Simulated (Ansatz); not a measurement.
**Starting-point dependence of the GW gap of SiO2 (P3_221)**

One-shot GW is not self-consistent; how far does the start matter for SiO2 (P3_221)?

Program: Ansatz 0.2.0. Level of theory: G0W0 on several functionals, plane waves, PAW. Results are calculated unless marked as measured.

In doubt: masses and optical values from hybrid runs of this build are listed as unsure (steps 3, 4), which bears on the screening that GW takes from such a start.

**1. Set-up**

Symmetry: P3_221, No. 154, trigonal system. The conventional cell has a = 4.916 Å, b = 4.916 Å, c = 5.408 Å, α = 90.00°, β = 90.00°, γ = 120.00°. Nearest to Si lie 4 O at 1.61 Å. O has 2 Si at 1.61 Å nearest. Farther neighbours and most contacts between anions are not listed.

The cell and positions come from the Crystallography Open Database and are kept as given unless a step says otherwise.

**2. G0W0 on PBE**

Now the one-shot GW correction: screening in the RPA, then the self-energy of the levels asked for. This step takes PAW set soft_1 files.

This step: G0W0 on PBE, plane waves, PAW; PAW set soft_1.

File input.yaml:

```yaml
crystal:
  lattice:
    - [4.91636, 0.0, 0.0]
    - [-2.45818, 4.2576926541, 0.0]
    - [0.0, 0.0, 5.4084]
  atoms:
    - { symbol: Si, position: [0.46973, 0.0, 0.6666666667] }
    - { symbol: Si, position: [0.0, 0.46973, 0.3333333333] }
    - { symbol: Si, position: [0.53027, 0.53027, 0.0] }
    - { symbol: O, position: [0.41354, 0.26758, 0.78558] }
    - { symbol: O, position: [0.73242, 0.14596, 0.4522466667] }
    - { symbol: O, position: [0.85404, 0.58646, 0.1189133333] }
    - { symbol: O, position: [0.26758, 0.41354, 0.21442] }
    - { symbol: O, position: [0.14596, 0.73242, 0.5477533333] }
    - { symbol: O, position: [0.58646, 0.85404, 0.8810866667] }
kpoints:
  mp_grid: { grid: [6, 6, 4] }
hamiltonian:
  xc: pbe
  pseudopotentials: { kind: paw, azcp: { folder: soft_1 } }
scf:
  occupations: { method: fixed }
gw:
  n_empty_bands: 288
  ecut_chi: 108
  qp_bands: [v3, c3]
  qp_kpoints: band_edges
  screening: { model: contour_deformation }
```

The run is started by

```bash
$ ansatz run input.yaml --threads 3 --pin off --max-ram 92160MiB --backend cuda --events-out ev --progress --plain --runs-dir out --devices 1 --max-vram 13GiB
```

Numbers of over 12 decimals in the logs are rounded to 6 here.

Log:

```text
GPUs: using 1 of 1 available (devices: 1).
Engine: ansatz 0.2.0, x86_64-unknown-linux-gnu
Pseudopotentials: kind: paw
Pseudopotential: Si, paw, valence charge 4, recommended cutoff 420 eV (normal), soft_1/Si.paw.azcp
Pseudopotential: O, paw, valence charge 6, recommended cutoff 420 eV (normal), soft_1/O.paw.azcp
Functional definition: PBE
  parameter kappa = 0.804
  parameter beta = 0.066725
  exchange = pbe_x(kappa = kappa, mu = beta*pi^2/3)
  correlation = pbe_c(beta = beta)
device memory: the entry about to start is reckoned to put 1.3 GiB on a device that reports 64.2 GiB free (of which the cap on the GPU budget leaves the run 13.0 GiB)
GPU FFT provider: cuFFT
GPU libraries: cuBLAS 13.8.2, cuFFT 12.4.0, cuSOLVER 12.3.4
Crystal: 9 atoms, lattice volume = 113.211 Å³
Basis set: ecut = 420 eV, 2209 PW (Γ)
Bands: 33, of which v1, the nominal top of the filled ones, is band 24 counted from 1 (23 counted from 0)
Symmetry: 6 space group operations
Space group: P3221 (ITA 154), of the structure as read, at distance tolerance 4.8e-5 Å
k-points: 24 of 144 (time reversal used)
Non-local potential: Si, projectors of the file, l = 0: 2, l = 1: 2, l = 2: 1
Non-local potential: O, projectors of the file, l = 0: 2, l = 1: 2, l = 2: 1
PAW form: soft (Blöchl's): semilocal exchange-correlation on the pseudo side does not see the compensation charge
PAW one-centre angular grid: Si, 110 points (default); XC on 64 Gauss nodes
PAW one-centre angular grid: O, 110 points (default); XC on 64 Gauss nodes
Initial density: superposition of atomic densities (chi_scale 0.1, normalization cell, long waves kept (reshape's long-wave potential 0.01 eV rms))
Initial wavefunctions: pseudopotential atomic-orbital guess
GPU buffer pool allocated for 51840 grid points (all kernels)
GPU transforms: local potential and band sums: pruned to the plane-wave sphere, on 36×36×40
Functional: x = pbe(κ = 0.804, μ = 0.219515), c = pbe(β = 0.066725)
SCF iter   1: F=—  HF=-5327.301246 eV  |F-HF|=—  |Δ(HF+E_count)|=         —  Δρ=1.35e-1  dr2=1.82e1  ethr=3.10e-3  ⟨swp⟩=4.8  Hψ=3624  notcnv=0  defer=143
preconditioner: auto → Resta (q_TF=auto, 2.365 Å⁻¹)  ε∞=2.8  [insulator: Δε(μ)=7.394 eV  Ē_g=18.254 eV  n_scr=22 (ndim 8)  ℏωp=24.2 eV  f_vac=0.003  ε∞_Penn≈2.8]
SCF iter   2: F=—  HF=-5322.205491 eV  |F-HF|=—  |Δ(HF+E_count)|=    5.10e0  Δρ=4.35e-2  dr2=9.27e-1  ethr=3.10e-3  ⟨swp⟩=3.7  Hψ=2149  notcnv=0  defer=135
SCF iter   3: F=—  HF=-5322.143648 eV  |F-HF|=—  |Δ(HF+E_count)|=   6.18e-2  Δρ=2.16e-2  dr2=2.92e-1  ethr=1.93e-3  ⟨swp⟩=2.0  Hψ=820  notcnv=0  defer=162
SCF iter   4: F=—  HF=-5322.162607 eV  |F-HF|=—  |Δ(HF+E_count)|=   1.90e-2  Δρ=1.67e-3  dr2=2.39e-3  ethr=6.07e-4  ⟨swp⟩=3.0  Hψ=1398  notcnv=0  defer=160
SCF iter   5: F=—  HF=-5322.166944 eV  |F-HF|=—  |Δ(HF+E_count)|=   4.34e-3  Δρ=4.48e-4  dr2=2.01e-4  ethr=4.97e-6  ⟨swp⟩=3.2  Hψ=1403  notcnv=0  defer=166
SCF iter   6: F=—  HF=-5322.167093 eV  |F-HF|=—  |Δ(HF+E_count)|=   1.50e-4  Δρ=7.66e-5  dr2=8.94e-6  ethr=4.19e-7  ⟨swp⟩=2.0  Hψ=1250  notcnv=0  defer=166
SCF iter   7: F=—  HF=-5322.167110 eV  |F-HF|=—  |Δ(HF+E_count)|=   1.63e-5  Δρ=1.28e-5  dr2=1.38e-7  ethr=1.86e-8  ⟨swp⟩=2.0  Hψ=1408  notcnv=0  defer=161
SCF iter   8: F=-5322.167110 eV  HF=-5322.167110 eV  |F-HF|=8.16e-9  |Δ(HF+E_count)|=   4.23e-7  Δρ=2.68e-6  dr2=8.08e-9  ethr=2.08e-10  ⟨swp⟩=14.2  Hψ=3991  notcnv=0
SCF 1 converged in 8 iterations: F = -5322.167110 eV  dr2 = 8.08e-9
  greatest PAW one-centre occupation: 0.861 electrons in one spin orbital (limit 2), on the O atom at site 8 (counted from 0), in its partial waves of l = 0
device memory: the entry about to start is reckoned to put 1.4 GiB (of the 1.5 GiB reckoned in all, the device holds 0.1 GiB already) on a device that reports 63.4 GiB free (of which the cap on the GPU budget leaves the run 12.9 GiB)
NSCF: frozen V_eff on 24 k-points, pencils in batches of 32, up to order 132
the band table was solved once the SCF had ended and its energy, with any forces and stress, was formed, with the checks that follow a solve (3618 applications of the Hamiltonian). They found nothing against the state; the energy, forces and stress were not computed again (output.eigenvalues in the input reference)
device memory: the entry about to start is reckoned to put 5.2 GiB on a device that reports 64.3 GiB free (of which the cap on the GPU budget leaves the run 13.0 GiB)
NSCF: frozen V_eff on 24 k-points
G₀W₀ screening: q 1/24
[... further progress lines ...]
SCF converged after 8 iterations
Free energy (F): -5322.167110 eV
Harris-Foulkes:  -5322.167110 eV  (|F-HF|=8.16e-9)
Internal energy: -5322.167110 eV  (E = F + TS)
E sigma→0 (E₀):  -5322.167110 eV
Fermi energy:    2.505009 eV
--- Per-component energies (eV) ---
  E_band       = -206.884222
  E_kinetic    = 1169.978851
  E_local      = -2935.002211  (includes V_loc(G=0)·N_el)
  E_nonlocal   = 381.266300
  E_hartree    = 1074.942051
  E_xc         = -603.969359
  E_vxc        = -698.103937  (∫ρ·V_xc dr)
  E_paw        = -2519.090109  (= ΣΔE_a)
  E_vpaw       = -274.911463  (= ΣTr[D̂ρ^β])
  E_aug_tail   = 0.005008  (compensation charges beyond the density's cutoff)
  E_ewald      = -1890.297640
  E_smearing   = -0.000000  (= −TS)
  E_closure    = -0.000000  (closes the sum)
  Σ components = -5322.167110   (vs F -5322.167110, Δ=0.00e0)
--- Band table (eV; the first three rows and the last of 24) ---
  k-point 0: bands = [... 20 lower, 1.5021, 1.8187, 2.1901, 2.1901, 8.4978, 11.8262, 11.8262, 12.2813, ... 5 higher]
  k-point 1: bands = [... 20 lower, 1.4313, 1.9706, 2.2799, 2.4090, 9.0967, 11.6629, 11.7571, 11.7824, ... 5 higher]
  k-point 2: bands = [... 20 lower, 1.3000, 2.2895, 2.2895, 2.4143, 10.4511, 10.4511, 11.5718, 12.2627, ... 5 higher]
  k-point 23: bands = [... 20 lower, 1.5720, 1.7429, 1.9221, 1.9221, 11.5196, 12.3043, 12.3043, 12.6082, ... 5 higher]
--- G₀W₀: contour deformation, 5 samples at zero and on the imaginary axis and 2 off it, 144 q-points, 288 empty bands' worth ---
  eigenvalues of the whole cell's RPA ε∞ on this k-mesh (on a slab, of 1 + 4πα/V) = 2.3470, 2.3470, 2.3763; static W/v taken at q = 0 is 0.423893
  gw.qp_kpoints: band_edges: 23 of 24 stored k-points solved, in 1 pass; an edge of the gap read off the rows below is read off those points alone
    valence top: of the k-points left out ik 23 came nearest to being solved in a further pass, in band 24 (counted from 1, as in the quasiparticle table): it holds the edge there only if its correction is more favourable than any solved in that band by at least 0.583 eV; those differ by 0.066 eV
    conduction bottom: of the k-points left out ik 23 came nearest to being solved in a further pass, in band 25 (counted from 1, as in the quasiparticle table): it holds the edge there only if its correction is more favourable than any solved in that band by at least 3.022 eV; those differ by 0.742 eV
    ik  band        ε_KS         Σx   Σc(E_QP)       V_xc       Z   E_QP_lin       E_QP  E_QP is
     0    22      1.8187   -26.3950     4.3405   -20.3059  0.8077     0.0443     0.0701  root
     0    23      2.1901   -26.2848     4.2615   -20.3197  0.8093     0.4629     0.4866  root
     0    24      2.1901   -26.2848     4.2615   -20.3197  0.8093     0.4629     0.4866  root
     0    25      8.4978    -7.8425    -3.4031   -12.4215  0.8680     9.6805     9.6738  root
     0    26     11.8262    -6.6342    -3.8547   -11.9634  0.8592    13.3137    13.3007  root
     0    27     11.8262    -6.6342    -3.8547   -11.9634  0.8592    13.3137    13.3007  root
     1    22      1.9706   -26.5007     4.3302   -20.4459  0.8081     0.2213     0.2461  root
     1    23      2.2799   -26.5713     4.3040   -20.5773  0.8087     0.5666     0.5899  root
     1    24      2.4090   -26.7446     4.2870   -20.8031  0.8094     0.7327     0.7545  root
     1    25      9.0967    -8.2776    -3.4005   -12.9406  0.8644    10.3672    10.3592  root
     1    26     11.6629    -6.8588    -3.8977   -12.2497  0.8600    13.1694    13.1562  root
     1    27     11.7571    -8.0132    -3.7886   -13.3899  0.8537    13.3607    13.3451  root
     2    22      2.2895   -26.7683     4.3152   -20.7817  0.8088     0.5955     0.6180  root
     2    23      2.2895   -26.7683     4.3152   -20.7817  0.8088     0.5955     0.6180  root
     2    24      2.4143   -26.7572     4.2995   -20.7944  0.8089     0.7289     0.7510  root
     2    25     10.4511    -8.7172    -3.5021   -13.6612  0.8574    11.9047    11.8931  root
     2    26     10.4511    -8.7172    -3.5021   -13.6612  0.8574    11.9047    11.8931  root
     2    27     11.5718    -4.5876    -3.8101    -9.5654  0.8691    12.7473    12.7395  root
     3    22      1.7222   -26.2522     4.3378   -20.1474  0.8077    -0.0715    -0.0449  root
     3    23      2.2444   -26.4902     4.2873   -20.5131  0.8090     0.5314     0.5546  root
     3    24      2.2796   -26.4755     4.2752   -20.5154  0.8093     0.5718     0.5947  root
     3    25      8.9221    -8.1577    -3.4012   -12.7971  0.8654    10.1679    10.1603  root
     3    26     11.8024    -6.9003    -3.9012   -12.3227  0.8587    13.3375    13.3236  root
     3    27     11.8643    -6.8148    -3.9266   -12.2626  0.8586    13.3995    13.3855  root
[...]
21    26     11.4295    -8.5436    -3.7315   -13.8557  0.8536    13.0253    13.0102  root
    21    27     11.9267    -8.6560    -3.6749   -13.9434  0.8514    13.5554    13.5392  root
    22    22      1.9577   -26.4418     4.3158   -20.4060  0.8083     0.2132     0.2377  root
    22    23      1.9965   -26.5589     4.3270   -20.5248  0.8080     0.2654     0.2895  root
    22    24      2.3069   -26.5837     4.2832   -20.6233  0.8092     0.6071     0.6297  root
    22    25     11.4367    -9.8986    -4.0159   -15.7698  0.8487    13.3136    13.2919  root
    22    26     11.7413    -7.2968    -3.6437   -12.3425  0.8580    13.1552    13.1433  root
    22    27     12.1141    -8.5217    -3.7320   -13.8755  0.8514    13.7524    13.7359  root
```

Elapsed: 53 s, on 1 × NVIDIA H100 80GB HBM3 (shared by 6 runs) with 3 threads of AMD EPYC 7R13 (Zen 3), shared host; peak memory 1.7 GiB.

This step gave:

```
bands summed                                 : 312
RPA ε∞ on this mesh (eigenvalues)            : 2.347, 2.347, 2.376
plane waves in the screening matrix          : 303
q-points in the mesh                         : 144
G0W0 gap on the mesh                         : 8.806 eV
k of the valence top                         : 0.3333, 0.3333, 0
k of the conduction bottom                   : 0, 0, 0
starting gap on the mesh                     : 5.993 eV
Z at the valence top                         : 0.8096
Z at the conduction bottom                   : 0.8680
least direct G0W0 gap on the computed points : 9.187 eV
```

The gap on the mesh goes from 5.99 eV to 8.81 eV, a correction of +2.81 eV. Between the two edge states, bare exchange in place of the xc potential would open the gap by 10.50 eV, and correlation takes back 7.68 eV.

**3. G0W0 on HSE06**

One-shot GW remembers its start. Another functional's orbitals and levels show by how much.

This step: G0W0 on HSE06, plane waves, PAW; PAW set soft_1.

input.yaml: that of step 2 with these lines changed.

```diff
@@ -18,3 +18,3 @@
 hamiltonian:
-  xc: pbe
+  xc: hse06
   pseudopotentials: { kind: paw, azcp: { folder: soft_1 } }
```

Log:

```text
GPUs: using 1 of 1 available (devices: 1).
[...]
davidson cushion auto → on  (no smearing: the cushion is to keep the highest requested band from converging to the state above it; pin scf.eigensolver.cushion to override)
[...]
GPU FFT provider: cuFFT
GPU libraries: cuBLAS 13.8.2, cuFFT 12.4.0, cuSOLVER 12.3.4
Crystal: 9 atoms, lattice volume = 113.211 Å³
Basis set: ecut = 420 eV, 2209 PW (Γ)
Bands: 33, of which v1, the nominal top of the filled ones, is band 24 counted from 1 (23 counted from 0)
[... 1 set-up line as in the run before ...]
[...]
k-points: 24 of 144 (time reversal used)
[...]
GPU buffer pool allocated for 51840 grid points (all kernels)
[...]
SCF iter   1: F=—  HF=-5327.217258 eV  |F-HF|=—  |Δ(HF+E_count)|=         —  Δρ=1.36e-1  dr2=1.85e1  ethr=1.00e-1  ⟨swp⟩=5.1  Hψ=2918  notcnv=0
[...]
SCF iter   5: F=-5322.166452 eV  HF=-5322.167331 eV  |F-HF|=8.79e-4  |Δ(HF+E_count)|=   3.29e-3  Δρ=1.13e-3  dr2=1.36e-3  ethr=1.98e-5  ⟨swp⟩=2.7  Hψ=1780  notcnv=0
SCF 1 stopped early in 5 iterations: F = -5322.166452 eV  dr2 = 1.36e-3
[...]
GPU FFT provider: cuFFT
GPU libraries: cuBLAS 13.8.2, cuFFT 12.4.0, cuSOLVER 12.3.4
[...]
GPU buffer pool allocated for 51840 grid points (all kernels)
[...]
Frozen-core exchange: fock
[...]
Internal energy: -5323.269473 eV  (E = F + TS)
E sigma→0 (E₀):  -5323.269473 eV
Fermi energy:    1.165260 eV
[...]
--- Band table (eV; the first three rows and the last of 24) ---
  k-point 0: bands = [... 20 lower, 0.0996, 0.4350, 0.8373, 0.8373, 8.9917, 12.4334, 12.4334, 12.9382, ... 2 higher]
  k-point 1: bands = [... 20 lower, 0.0459, 0.5957, 0.9202, 1.0628, 9.6069, 12.2936, 12.3292, 12.3935, ... 2 higher]
  k-point 2: bands = [... 20 lower, -0.0874, 0.9319, 0.9319, 1.0617, 11.0175, 11.0175, 12.0941, 12.9524, ... 2 higher]
  k-point 23: bands = [... 20 lower, 0.1871, 0.3666, 0.5478, 0.5478, 12.3588, 12.8997, 12.8997, 13.2896, ... 2 higher]
  guard bands above this table: 3 of the run's 33 bands. The solve was not asked for them (output.publish_guard_bands: true or output.eigenvalues: true publishes all)
[...]
0    22      0.4350   -26.4498     3.8227   -21.7330  0.8354    -0.4637    -0.4590  root
     0    23      0.8373   -26.3663     3.7665   -21.7350  0.8367    -0.0317    -0.0274  root
     0    24      0.8373   -26.3663     3.7665   -21.7350  0.8367    -0.0317    -0.0274  root
     0    25      8.9917    -7.2021    -3.1555   -11.2921  0.8892     9.9294     9.9263  root
     0    26     12.4334    -6.1353    -3.5063   -10.7889  0.8822    13.5862    13.5806  root
     0    27     12.4334    -6.1353    -3.5063   -10.7889  0.8822    13.5862    13.5806  root
     1    22      0.5957   -26.5437     3.8167   -21.8514  0.8357    -0.2843    -0.2799  root
     1    23      0.9202   -26.5960     3.7984   -21.9471  0.8362     0.0656     0.0697  root
[...]
22    24      0.9560   -26.6182     3.7831   -21.9923  0.8367     0.1092     0.1132  root
    22    25     12.1770    -9.1217    -3.6229   -14.1607  0.8733    13.6019    13.5930  root
    22    26     12.3171    -6.3904    -3.2978   -10.7282  0.8828    13.3617    13.3572  root
    22    27     12.7557    -7.8086    -3.3688   -12.4266  0.8761    14.0118    14.0049  root
[key lines of the parts left out:]
Free energy (F): -5323.269473 eV
```

Elapsed: 1.7 min, on 1 × NVIDIA H100 80GB HBM3 (shared by 6 runs) with 3 threads; peak memory 2.4 GiB.

This step gave:

* bands summed: 312
* RPA ε∞ on this mesh (eigenvalues): 2.111, 2.111, 2.132
* plane waves in the screening matrix: 303
* q-points in the mesh: 144
* G0W0 gap on the mesh: 9.572 eV
* k of the valence top: 0.3333, 0.3333, 0
* k of the conduction bottom: 0, 0, 0
* starting gap on the mesh: 7.826 eV
* Z at the valence top: 0.8369
* Z at the conduction bottom: 0.8892
* least direct G0W0 gap on the computed points: 9.954 eV

Against the run with 6×6×4 mesh, 288 empty bands, screening to 108 eV, PAW set soft_1 files on PBE, the gap moves by +0.77 eV, while the start moved by +1.83 eV.

**4. G0W0 on PBE0**

This step: G0W0 on PBE0, plane waves, PAW; PAW set soft_1.

input.yaml: that of step 3 with these lines changed.

```diff
@@ -18,3 +18,3 @@
 hamiltonian:
-  xc: hse06
+  xc: pbe0
   pseudopotentials: { kind: paw, azcp: { folder: soft_1 } }
```

Log:

```text
GPUs: using 1 of 1 available (devices: 1).
[...]
GPU FFT provider: cuFFT
GPU libraries: cuBLAS 13.8.2, cuFFT 12.4.0, cuSOLVER 12.3.4
Crystal: 9 atoms, lattice volume = 113.211 Å³
Basis set: ecut = 420 eV, 2209 PW (Γ)
Bands: 33, of which v1, the nominal top of the filled ones, is band 24 counted from 1 (23 counted from 0)
[... 1 set-up line as in the run before ...]
[...]
k-points: 24 of 144 (time reversal used)
[...]
1    22      0.1867   -26.5480     3.6902   -22.2667  0.8430    -0.4063    -0.4045  root
     1    23      0.5129   -26.5998     3.6733   -22.3602  0.8434    -0.0551    -0.0534  root
[...]
22    24      0.5486   -26.6228     3.6591   -22.4060  0.8438    -0.0107    -0.0091  root
    22    25     12.5559    -9.1013    -3.5159   -13.7561  0.8791    13.6999    13.6948  root
    22    26     12.6869    -6.3644    -3.2001   -10.3257  0.8885    13.4502    13.4481  root
    22    27     13.1355    -7.7936    -3.2668   -12.0284  0.8820    14.1072    14.1035  root
[key lines of the parts left out:]
Free energy (F): -5324.325307 eV
Fermi energy:    0.759213 eV
```

Elapsed: 2.8 min, on 1 × NVIDIA H100 80GB HBM3 (shared by 6 runs) with 3 threads; peak memory 2.4 GiB.

Numbers from this step:

- bands summed: 312
- RPA ε∞ on this mesh (eigenvalues): 2.061, 2.061, 2.081
- plane waves in the screening matrix: 303
- G0W0 gap on the mesh: 9.778 eV
- k of the valence top: 0.3333, 0.3333, 0
- k of the conduction bottom: 0, 0, 0
- starting gap on the mesh: 8.591 eV
- least direct G0W0 gap on the computed points: 10.16 eV

Against the run with 6×6×4 mesh, 288 empty bands, screening to 108 eV, PAW set soft_1 files on HSE06, the gap moves by +0.21 eV, while the start moved by +0.76 eV.

**5. The starts together**

All on the 6×6×4 mesh with 288 empty bands and screening to 108 eV. Times are wall times on 1 × NVIDIA H100 80GB HBM3 (shared by 6 runs) with 3 threads of AMD EPYC 7R13 (Zen 3), shared host, good to a factor of about two.

```
start  starting gap (eV)  shift (eV)  G0W0 gap (eV)  RPA ε∞ (harmonic mean)  Z (valence, conduction)     time
  PBE               5.99       +2.81           8.81                    2.36               0.81, 0.87     53 s
HSE06               7.83       +1.75           9.57                    2.12               0.84, 0.89  1.7 min
 PBE0               8.59       +1.19           9.78                    2.07               0.84, 0.89  2.8 min
```

The parts of the quasiparticle energy at the two band edges (eV; QP = start + Σx + Σc − Vxc):

```
  run               edge  start      Σx     Σc     Vxc     Z     QP
  PBE        valence top   2.50  -26.84   4.28  -20.92  0.81   0.87
  PBE  conduction bottom   8.50   -7.84  -3.40  -12.42  0.87   9.67
HSE06        valence top   1.17  -26.85   3.78  -22.26  0.84   0.35
HSE06  conduction bottom   8.99   -7.20  -3.16  -11.29  0.89   9.93
 PBE0        valence top   0.76  -26.86   3.66  -22.67  0.84   0.23
 PBE0  conduction bottom   9.35   -7.19  -3.07  -10.92  0.89  10.01
```

For a hybrid start, Vxc holds its share of exact exchange.

**6. Outcome**

| Item | Value |
| --- | --- |
| G0W0@PBE | 8.81 eV (start 5.99 eV) |
| G0W0@HSE06 | 9.57 eV (start 7.83 eV) |
| G0W0@PBE0 | 9.78 eV (start 8.59 eV) |
| known limits | not at the basis limit |

**Reading.** The starting gaps span 2.60 eV and the G0W0 gaps 0.97 eV. Between PBE and PBE0, 0.97 eV of the 2.60 eV survives, 37 %. PBE0 screens less than PBE (ε∞ 2.07 against 2.36). Of the 0.97 eV by which its G0W0 gap is higher, the correlation part gives +0.95 eV, and exchange with the one-particle terms, which follow the orbitals, +0.02 eV. The smallest correction, +1.19 eV, is on PBE0, the start nearest to reproducing itself. Bands and cutoff are finite, so the gap is not at the basis limit. The miss can reach some tenths of an eV and take either sign; the mesh is an error of its own.

[Paths, hosts, dates, memory and timing lines, banners, echoed tables and standing remarks are left out of the program output.]

[Logs are printed without paths, hosts, clocks, repeated set-up lines and the standing remarks that a program may print on its own settings, such as how far it seeks lower states.]

[Runs of the session that timed out or met a known fault of the program may be left out.]

[Cells called generated may have been cut or substituted from an entry of the Crystallography Open Database or the Materials Project.]

[Hosts, paths, dates, database ids (printed as entryN), source tags and the programs' standing remarks are cut or masked in the printed files.]
